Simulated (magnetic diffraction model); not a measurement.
# Pr2Nb4Ni: the ordered moment from one line

Space group P-4m2 (no. 115), a = 4.0700 Å, c = 8.7790 Å.

| site | atom | x | y | z |
| --- | --- | --- | --- | --- |
| 2g | Pr | 0 | 1/2 | 0.7607 |
| 2g | Nb | 0 | 1/2 | 0.1245 |
| 1d | Nb | 0 | 0 | 1/2 |
| 1c | Nb | 1/2 | 1/2 | 1/2 |
| 1b | Ni | 1/2 | 1/2 | 0 |

The compound is invented for this exercise: a known structure type with other elements, its cell scaled to their sizes and not relaxed.

Only Pr is taken to order (form factors of Pr3+); orders and moment sizes are assumed, and not adapted to the symmetry. Radiation: neutrons of λ = 2.52 Å, 8° to 80°; isotropic B of 0.17 Å² (Pr), 0.16 Å² (Nb) and 0.17 Å² (Ni). The intensities are simulated: I ∝ L Σ (|F_N|² + |F_M⊥|²) for unpolarised neutrons, with F_M = 2.695 fm/μB × Σ f(s) S exp(2πi Q·r) exp(−B s²) at Q = H ± k (one set where k and −k are equivalent), only the part normal to Q counting and L = 1/(sin²θ cos θ). For collinear order S is the moment m, which repeats by lattice and centring translations R with the sign exp(−2πi k·R). Form factors are spin-only for 3d ions and dipole or tabulated for f ions, scattering lengths are Sears's of 1992, and absorption is left out. A label names one of the reflections at its angle. The strongest nuclear line in the range is 100, and lines under 0.2 are left out.

In a first state the assumed order is k = (1/2 0 1/2), collinear moments along [111], 2.7 μB on Pr; signs + at (0, 1/2, 0.7607), − at (1/2, 0, 0.2393), with this pattern:

| 2θ (°) | index | nuclear | magnetic |
| --- | --- | --- | --- |
| 16.50 | (0 0 1) | 12.1 | 0.0 |
| 19.65 | (1/2 0 -1/2) | 0.0 | 38.0 |
| 30.75 | (1/2 0 3/2) | 0.0 | 2.9 |
| 33.36 | (0 0 2) | 15.9 | 0.0 |
| 36.07 | (1 0 0) | 12.3 | 0.0 |
| 39.90 | (1 0 1) | 20.6 | 0.0 |
| 41.40 | (1/2 1 1/2) | 0.0 | 13.0 |
| 46.01 | (1/2 0 -5/2) | 0.0 | 4.2 |
| 48.11 | (1/2 1 -3/2) | 0.0 | 10.3 |
| 49.95 | (1 0 2) | 35.4 | 0.0 |
| 51.01 | (0 0 3) | 7.6 | 0.0 |
| 54.87 | (1 1 1) | 23.2 | 0.0 |
| 56.05 | (3/2 0 1/2) | 0.0 | 3.4 |
| 59.81 | (1/2 1 5/2) | 0.0 | 3.5 |
| 61.57 | (3/2 0 -3/2) | 0.0 | 3.8 |
| 63.14 | (1 1 2) | 100.0 | 0.0 |
(The table stops after 16 lines; 11 more lie at higher angle.)

**Question.** Nearer the ordering temperature the line at 19.65° has total intensity 9.5 on the same scale, and all moments have shrunk alike. How large is the Pr moment?

The nuclear part, 0.0, stays, so the magnetic part is 9.5 against 38.0. It goes as m², so m = 2.7 × √(9.5/38.0) = 1.35 μB; the value used was 1.35 μB.
